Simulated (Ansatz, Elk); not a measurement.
# Bonding as seen by X-rays: FeSnCl6

Structure refinements treat a crystal as free atoms side by side. For a made-up structure of FeSnCl6 (cell and positions from a PBE relaxation) the runs below show what the calculated density changes in F(hkl).

Program: Elk 11.2.3 (patched build). Level of theory: DFT, PBE, all-electron APW+lo, Dirac cores, scalar-relativistic bands, static density, ferromagnetic start. Results are calculated unless marked as measured.

The structure was built from a prototype and need not be the compound's stable phase.

**1. Set-up**

Symmetry: R-3, No. 148, trigonal system. The conventional cell has a = 6.353 Å, b = 6.353 Å, c = 17.000 Å, α = 90.00°, β = 90.00°, γ = 120.00°. Nearest to Sn lie 6 Cl at 2.55 Å. Nearest to Fe lie 6 Cl at 2.43 Å. Nearest to Cl lie 1 Fe at 2.43 Å and 1 Sn at 2.55 Å. Farther neighbours and most contacts between anions are not listed.

As a file:

```cif
data_structure
_symmetry_space_group_name_H-M 'R-3:H'
_symmetry_Int_Tables_number 148
_cell_length_a 6.3531
_cell_length_b 6.3531
_cell_length_c 16.9996
_cell_angle_alpha 90.000
_cell_angle_beta 90.000
_cell_angle_gamma 120.000
_cell_volume 594.22
loop_
_atom_site_label
_atom_site_type_symbol
_atom_site_symmetry_multiplicity
_atom_site_Wyckoff_symbol
_atom_site_fract_x
_atom_site_fract_y
_atom_site_fract_z
_atom_site_occupancy
Sn1 Sn 3 a 0.00000 0.00000 0.00000 1
Fe1 Fe 3 b 0.33333 0.66667 0.16667 1
Cl1 Cl 18 f 0.31584 0.34336 0.08512 1
```

**2. Ground state and structure factors**

An all-electron density is needed, since X-rays see the cores too. Task 0 finds the density and task 195 Fourier-transforms it; tshift is off so that phases refer to the origin typed.

The input, elk.in:

```
tasks
  0
  195
  196

xctype
  20

spinpol
  .true.

rgkmax
  7.0

gmaxvr
  14.0

lmaxo
  7

lmaxapw
  8

swidth
  0.002

tshift
  .false.

ramdisk
  .false.

hmaxvr
  5.5

maxscl
  120

epspot
  1e-06

reducebf
  0.8

sppath
  './'

avec
  6.00285422262 3.46574950163 10.70819475404
  -6.00285422262 3.46574950163 10.70819475404
  0.00000000000 -6.93149900238 10.70819475433

atoms
  3
  'Sn.in'
  1
  0.0000000000 -0.0000000000 -0.0000000000   0.000000 0.000000 0.000000
  'Fe.in'
  1
  0.5000000000 0.5000000000 0.5000000000   0.000000 0.000000 -0.175000
  'Cl.in'
  6
  0.2582357383 0.8873554079 0.5990366080   0.000000 0.000000 0.000000
  0.8873554079 0.5990366080 0.2582357383   0.000000 0.000000 0.000000
  0.5990366080 0.2582357383 0.8873554079   0.000000 0.000000 0.000000
  0.7417642617 0.1126445921 0.4009633920   0.000000 0.000000 0.000000
  0.1126445921 0.4009633920 0.7417642617   0.000000 0.000000 0.000000
  0.4009633920 0.7417642617 0.1126445921   0.000000 0.000000 0.000000

ngridk
  4 4 4
```

Started as:

```bash
$ OMP_NUM_THREADS=4 elk
```

Numbers of over 12 decimals in the logs are rounded to 6 here.

Output:

```text
┌─────────────────────────┐
│ Elk code version 11.2.3 │
└─────────────────────────┘

All units are atomic (Hartree, Bohr, etc.)

┌─────────────────────────────────────────────────┐
│ Ground-state run starting from atomic densities │
└─────────────────────────────────────────────────┘

Lattice vectors :
   6.002854223       3.465749502       10.70819475
  -6.002854223       3.465749502       10.70819475
   0.000000000      -6.931499002       10.70819475

Reciprocal lattice vectors :
  0.5233498161      0.3021561572      0.1955880660
 -0.5233498161      0.3021561572      0.1955880660
 -0.1505034331E-17 -0.6043123144      0.1955880660

Unit cell volume      :    1336.664697
Brillouin zone volume :   0.1855739993

Muffin-tin inner radius fraction :   0.1000000000E-01

Nuclei treated as point charges

Species : 1 (Sn)
 parameters loaded from : Sn.in
 name : tin
 nuclear charge    :   -50.00000000
 electronic charge :    50.00000000
 atomic mass :    216395.0922
 muffin-tin radius :    2.595970025
 number of radial points in muffin-tin :   1193
 inner part over the whole radius :   0.9918723537E-02
 number on inner part of muffin-tin    :    850
 approximate nuclear radius :   0.8828114845E-04
 number of mesh points to nuclear radius :    428
 atomic positions (lattice), magnetic fields (Cartesian) :
  1 :   0.00000000  0.00000000  0.00000000    0.00000000  0.00000000  0.00000000

Species : 2 (Fe)
 parameters loaded from : Fe.in
 name : iron
 nuclear charge    :   -26.00000000
 electronic charge :    26.00000000
 atomic mass :    101799.2075
 muffin-tin radius :    2.373744772
 number of radial points in muffin-tin :    993
 inner part over the whole radius :   0.9928439305E-02
 number on inner part of muffin-tin    :    700
 approximate nuclear radius :   0.7160107270E-04
 number of mesh points to nuclear radius :    332
 atomic positions (lattice), magnetic fields (Cartesian) :
  1 :   0.50000000  0.50000000  0.50000000    0.00000000  0.00000000 -0.17500000

Species : 3 (Cl)
 parameters loaded from : Cl.in
 name : chlorine
 nuclear charge    :   -17.00000000
 electronic charge :    17.00000000
 atomic mass :    64626.86550
 muffin-tin radius :    2.172560033
 number of radial points in muffin-tin :    793
 inner part over the whole radius :   0.9837685740E-02
 number on inner part of muffin-tin    :    554
 approximate nuclear radius :   0.6305718926E-04
 number of mesh points to nuclear radius :    253
 atomic positions (lattice), magnetic fields (Cartesian) :
  1 :   0.25823574 -0.11264459 -0.40096339    0.00000000  0.00000000  0.00000000
  2 :  -0.11264459 -0.40096339  0.25823574    0.00000000  0.00000000  0.00000000
  3 :  -0.40096339  0.25823574 -0.11264459    0.00000000  0.00000000  0.00000000
  4 :  -0.25823574  0.11264459  0.40096339    0.00000000  0.00000000  0.00000000
  5 :   0.11264459  0.40096339 -0.25823574    0.00000000  0.00000000  0.00000000
  6 :   0.40096339 -0.25823574  0.11264459    0.00000000  0.00000000  0.00000000

Total number of atoms per unit cell :    8
Total muffin-tin volume :    387.0307124
 ratio of muffin-tin to unit cell volume :   0.2895495881

Spin treatment :
 spin-polarised
 global magnetic field (Cartesian) :    0.000000000       0.000000000       0.000000000
 collinear magnetisation in z-direction

Number of Bravais lattice symmetries :   12
Number of crystal symmetries         :    6
Crystal has inversion symmetry
Real symmetric eigensolver will be used

k-point grid :      4     4     4
k-point offset :    0.000000000       0.000000000       0.000000000
k-point set is reduced with full crystal symmetry group
Total number of k-points :       14

Muffin-tin radius times maximum |G+k| :    7.000000000
 using average radius
Maximum |G+k| for APW functions       :    3.110234199
Maximum (1/2)|G+k|²                   :    4.836778385
Maximum |G| for potential and density :    14.00000000
Constant for pseudocharge density :    9
 order of it for each species :   16  16  16
[...]
Absolute change in total energy (target)   :    3.710617689     (  0.1000000000E-03)

[... loops 3 to 23 left out ...]

┌──────────────────┐
│ Loop number : 24 │
└──────────────────┘

Energies :
 Fermi                       :     0.71981820132079E-01
 sum of occupied eigenvalues :     -6050.2169094489
 electron kinetic            :      10577.946934532
 core electron kinetic       :      10086.584462547
 Coulomb                     :     -20408.643933509
 Coulomb potential           :     -16121.062526237
 nuclear-nuclear             :     -1042.0703526985
 electron-nuclear            :     -22632.392759829
 Hartree                     :      3265.8191790182
 Madelung                    :     -12348.112670391
 xc potential                :     -506.84424038284
 xc effective B-field        :    -0.257063
 external B-field            :      0.000000
 exchange                    :     -382.51268645486
 correlation                 :     -7.891308
 electron entropic           :    -0.10842564546332E-02
 total energy                :     -10221.102078182
 (external B-field energy excluded from total)

Density of states at Fermi energy :    79.16864629
 (states/Hartree/unit cell)

Estimated indirect band gap :   0.2765132528E-02
 from k-point 3 to k-point 1
Estimated direct band gap   :   0.7722606838E-02
 at k-point 3

Charges :
 core                        :    100.0000000
 valence                     :    78.00000000
 interstitial                :    12.03557490
 muffin-tins (core leakage)
  species : 1 (Sn)
[...]
species : 2 (Fe)
[...]
species : 3 (Cl)
[...]
total in muffin-tins        :    165.9644251
 total calculated charge     :    178.0001393
 total charge                :    178.0000000
 error                       :   0.1393436400E-03

Moments :
 interstitial                :   0.1354569289
 muffin-tins
  species : 1 (Sn)
[...]
species : 2 (Fe)
[...]
species : 3 (Cl)
[...]
total in muffin-tins        :    3.868159105
 total moment                :    4.003616034

RMS change in Kohn-Sham potential (target) :   0.7227205224E-07 (  0.1000000000E-05)
Absolute change in total energy (target)   :   0.3343803110E-04 (  0.1000000000E-03)

Convergence targets achieved

┌──────────────────┐
│ Loop number : 25 │
└──────────────────┘

Energies :
 Fermi                       :     0.71982036621408E-01
 sum of occupied eigenvalues :     -6050.2169143092
 electron kinetic            :      10577.946921260
 core electron kinetic       :      10086.584462777
 Coulomb                     :     -20408.643935711
 Coulomb potential           :     -16121.062532209
 nuclear-nuclear             :     -1042.0703526985
 electron-nuclear            :     -22632.392757844
 Hartree                     :      3265.8191748321
 Madelung                    :     -12348.112669606
 xc potential                :     -506.84422929823
 xc effective B-field        :    -0.257063
 external B-field            :      0.000000
 exchange                    :     -382.51268676454
 correlation                 :     -7.891308
 electron entropic           :    -0.10842537463336E-02
 total energy                :     -10221.102093923
 (external B-field energy excluded from total)

Density of states at Fermi energy :    79.16837870
 (states/Hartree/unit cell)

Estimated indirect band gap :   0.2764932179E-02
 from k-point 3 to k-point 1
Estimated direct band gap   :   0.7722587442E-02
 at k-point 3

Charges :
 core                        :    100.0000000
 valence                     :    78.00000000
 interstitial                :    12.03557515
 muffin-tins (core leakage)
  species : 1 (Sn)
[...]
species : 2 (Fe)
[...]
species : 3 (Cl)
[...]
atom 4                    :    15.57456304     (  0.1853310700E-04)
   atom 5                    :    15.57456304     (  0.1853310700E-04)
   atom 6                    :    15.57456304     (  0.1853310700E-04)
 total in muffin-tins        :    165.9644249
 total calculated charge     :    178.0001393
 total charge                :    178.0000000
 error                       :   0.1393435000E-03

Moments :
 interstitial                :   0.1354561572
 muffin-tins
  species : 1 (Sn)
[...]
species : 2 (Fe)
[...]
species : 3 (Cl)
[...]
atom 4                    :   0.5532363335E-01
   atom 5                    :   0.5532363335E-01
   atom 6                    :   0.5532363335E-01
 total in muffin-tins        :    3.868160184
 total moment                :    4.003616341

┌──────────────────────────────┐
│ Self-consistent loop stopped │
└──────────────────────────────┘

Wrote STATE.OUT
```

The job ended after 17 min (4 threads of Intel Xeon Platinum 8259CL at 2.50GHz (Skylake/Cascade Lake), shared host; peak memory 0.72 GiB; 50 min of CPU time).

SFACRHO.OUT:

```text

h k l indices transformed by vhmat matrix:
   1.000000000       0.000000000       0.000000000    
   0.000000000       1.000000000       0.000000000    
   0.000000000       0.000000000       1.000000000    

      h      k      l  multipl.   |H|            Re(F)            Im(F)           |F|

      0      0      0      1   0.0000000       178.00000      0.13813937E-15   178.00000    
      1      1      1      2  0.58676420       19.626695      0.13912462E-13   19.626695    
     -1      0      0      6  0.63517562       19.392912     -0.23187436E-14   19.392912    
      1      0      1      6  0.71986953       76.135270     -0.91300530E-14   76.135270    
      1      1      2      6  0.98856888       58.640714     -0.92749745E-14   58.640714    
      1      0     -1      6   1.0466996       24.821608     -0.23187436E-14   24.821608    
     -2     -2     -1      6   1.1495915       23.140233      0.23187436E-13   23.140233    
      2      2      2      2   1.1735284      -14.225304     -0.14781991E-13   14.225304    
      0      2      1      6   1.1999468      -42.428736      0.81156027E-14   42.428736    
      1      2      0      6   1.1999468       86.377858      0.10434346E-13   86.377858    
     -1     -1      1      6   1.2243481       24.631767     -0.14492148E-14   24.631767    
     -2      0      0      6   1.2703512       48.191626      0.57968591E-14   48.191626    
      2      0      2      6   1.4397391       70.849384     -0.81156027E-14   70.849384    
      2      2      3      6   1.4965538       22.410444      0.17390577E-13   22.410444    
      3      1      1      6   1.5547157       16.806853     -0.22607750E-13   16.806853    
     -3     -1     -2      6   1.5724977       85.458960      0.10434346E-13   85.458960    
      2      1      3      6   1.5724977       92.875413      0.53331103E-13   92.875413    
     -1      0      2      6   1.6107788       34.485769     -0.92749745E-14   34.485769
```

Elk indexes on the primitive cell of elk.in and gives |H| = 4π sin θ/λ in inverse bohr. Below, one row stands for each form hkl of the conventional cell (m members, Friedel mates merged), F is for one primitive cell and the density is static (no thermal factor). Free-atom factors are Waasmaier and Kirfel's, and R is Σm||F|−|F'||/Σm|F|.

```csv
hkl,m,sin θ/λ (Å⁻¹),"abs F, DFT",neutral atoms,diff.,ions,diff.
003,2,0.088,19.627,19.781,-0.155,18.355,+1.271
101,6,0.096,19.393,19.569,-0.176,18.243,+1.150
012,6,0.108,76.135,76.363,-0.227,74.156,+1.980
104,6,0.149,58.641,58.970,-0.329,57.945,+0.696
110,6,0.157,24.822,25.242,-0.421,24.189,+0.632
015,6,0.173,23.140,23.188,-0.048,22.862,+0.279
006,2,0.176,14.225,13.598,+0.627,14.184,+0.042
2 -1 3,6,0.180,42.429,41.926,+0.503,42.378,+0.051
113,6,0.180,86.378,85.882,+0.496,85.801,+0.577
021,6,0.184,24.632,24.671,-0.040,24.441,+0.191
202,6,0.191,48.192,48.450,-0.258,48.378,-0.187
024,6,0.216,70.849,70.539,+0.310,70.740,+0.109
107,6,0.225,22.410,22.370,+0.041,22.383,+0.027
205,6,0.234,16.807,16.671,+0.136,16.740,+0.067
116,6,0.236,85.459,85.386,+0.073,85.634,-0.175
2 -1 6,6,0.236,92.875,92.900,-0.025,93.119,-0.244
211,6,0.242,34.486,34.234,+0.252,34.261,+0.225
3 -1 1,6,0.242,8.455,8.478,-0.023,8.613,-0.157
3 -2 2,6,0.247,59.732,59.842,-0.110,60.227,-0.495
122,6,0.247,49.327,49.365,-0.038,49.797,-0.470
018,6,0.252,50.457,50.464,-0.007,50.903,-0.446
009,2,0.265,24.997,25.024,-0.027,25.136,-0.140
```

The ions are Fe2+, Sn4+ and Cl−, by formal charge.

**3. The magnetisation density**

The same run holds the spin density, and task 196 transforms it. The order is that of the start, and no other was tried.

SFACMAG_1.OUT:

```text

h k l indices transformed by vhmat matrix:
   1.000000000       0.000000000       0.000000000    
   0.000000000       1.000000000       0.000000000    
   0.000000000       0.000000000       1.000000000    

      h      k      l  multipl.   |H|            Re(F)            Im(F)           |F|

      0      0      0      1   0.0000000       4.0036165      0.83424517E-17   4.0036165    
      1      1      1      2  0.58676420      -3.3507613      0.11072907E-14   3.3507613    
     -1      0      0      6  0.63517562      -3.3564939     -0.38041888E-15   3.3564939    
      1      0      1      6  0.71986953       3.2319992     -0.70705830E-15   3.2319992    
      1      1      2      6  0.98856888       2.9081509     -0.13246729E-14   2.9081509    
      1      0     -1      6   1.0466996       2.7760006     -0.45740841E-15   2.7760006    
     -2     -2     -1      6   1.1495915      -2.8045438      0.30161782E-14   2.8045438    
      2      2      2      2   1.1735284       2.5000453     -0.19202096E-14   2.5000453    
      0      2      1      6   1.1999468      -2.9224841      0.97142677E-15   2.9224841    
      1      2      0      6   1.1999468      -2.5946955      0.97595557E-15   2.5946955    
     -1     -1      1      6   1.2243481      -2.7847717     -0.32154453E-15   2.7847717    
     -2      0      0      6   1.2703512       2.5777624      0.63403146E-15   2.5777624    
      2      0      2      6   1.4397391       2.4420377     -0.11456439E-14   2.4420377    
      2      2      3      6   1.4965538      -2.2987998      0.19405892E-14   2.2987998    
      3      1      1      6   1.5547157      -2.1878310     -0.25341445E-14   2.1878310    
     -3     -1     -2      6   1.5724977       2.2768047      0.16065904E-14   2.2768047
```

The total moment is 4.00 μB a cell; sphere moments: Sn1 -0.05, Fe2 +3.59, Cl3 +0.06, Cl4 +0.06, Cl5 +0.06, Cl6 +0.06, Cl7 +0.06, Cl8 +0.06 μB. Polarised neutrons measure spin and orbital magnetisation together; without spin-orbit coupling the run gives the spin part:

| hkl | sin θ/λ (Å⁻¹) | abs F_M (μB) |
| --- | --- | --- |
| 003 | 0.088 | 3.351 |
| 101 | 0.096 | 3.357 |
| 012 | 0.108 | 3.232 |
| 104 | 0.149 | 2.908 |
| 110 | 0.157 | 2.776 |
| 015 | 0.173 | 2.804 |
| 006 | 0.176 | 2.500 |
| 2 -1 3 | 0.180 | 2.922 |
| 113 | 0.180 | 2.595 |
| 021 | 0.184 | 2.785 |
| 202 | 0.191 | 2.578 |
| 024 | 0.216 | 2.442 |
| 107 | 0.225 | 2.299 |
| 205 | 0.234 | 2.188 |

**4. The highest occupied states alone**

An energy window below the Fermi level keeps the highest occupied states, to see at which angles they scatter; shallow core shells can lie inside it and anion s states outside. No new self-consistency is needed.

Changes to elk.in since step 2:

```diff
@@ -1,5 +1,3 @@
 tasks
-  0
   195
-  196
 
@@ -44,2 +42,5 @@
 
+wsfac
+  -0.295510 0.371980
+
 sppath
```

Started as:

```bash
$ OMP_NUM_THREADS=4 elk
```

Output:

```text
┌─────────────────────────────────┐
│ Elk code version 11.2.3 started │
└─────────────────────────────────┘

Info(readinput): the functional depends on the density's gradient
 muffin-tin radial points multiplied by    2.00000
 (not where nrmtscf is given)

┌────────────────────┐
│ Current task : 195 │
└────────────────────┘
Info(checkmt): changed muffin-tin radius of species 1 (Sn) from   2.6000 to   2.5960
Info(checkmt): changed muffin-tin radius of species 2 (Fe) from   2.4000 to   2.3737
Info(checkmt): changed muffin-tin radius of species 3 (Cl) from   2.2000 to   2.1726

Info(sfacrho): density structure factors written to SFACRHO.OUT

 Energy window :  -0.2955100000      0.3719800000

┌──────────────────┐
│ Elk code stopped │
└──────────────────┘
```

The job ended after 53 s (4 threads; peak memory 0.41 GiB).

States within 10 eV below the Fermi level hold 42.00 electrons; any levels below the window count with the cores. Their amplitudes can exceed the total, where window and core parts have opposite phase:

```csv
hkl,sin θ/λ (Å⁻¹),"abs F, window","abs F, all"
003,0.088,5.296,19.627
101,0.096,5.293,19.393
012,0.108,8.851,76.135
104,0.149,4.303,58.641
110,0.157,2.330,24.822
015,0.173,3.597,23.140
006,0.176,8.336,14.225
2 -1 3,0.180,14.465,42.429
113,0.180,7.079,86.378
021,0.184,3.224,24.632
```

(Part 1 of 2 ends here.)

[Logs are printed without paths, hosts, clocks, repeated set-up lines and the standing remarks that a program may print on its own settings, such as how far it seeks lower states.]

[Hosts, paths, dates, database ids (printed as entryN), source tags and the programs' standing remarks are cut or masked in the printed files.]
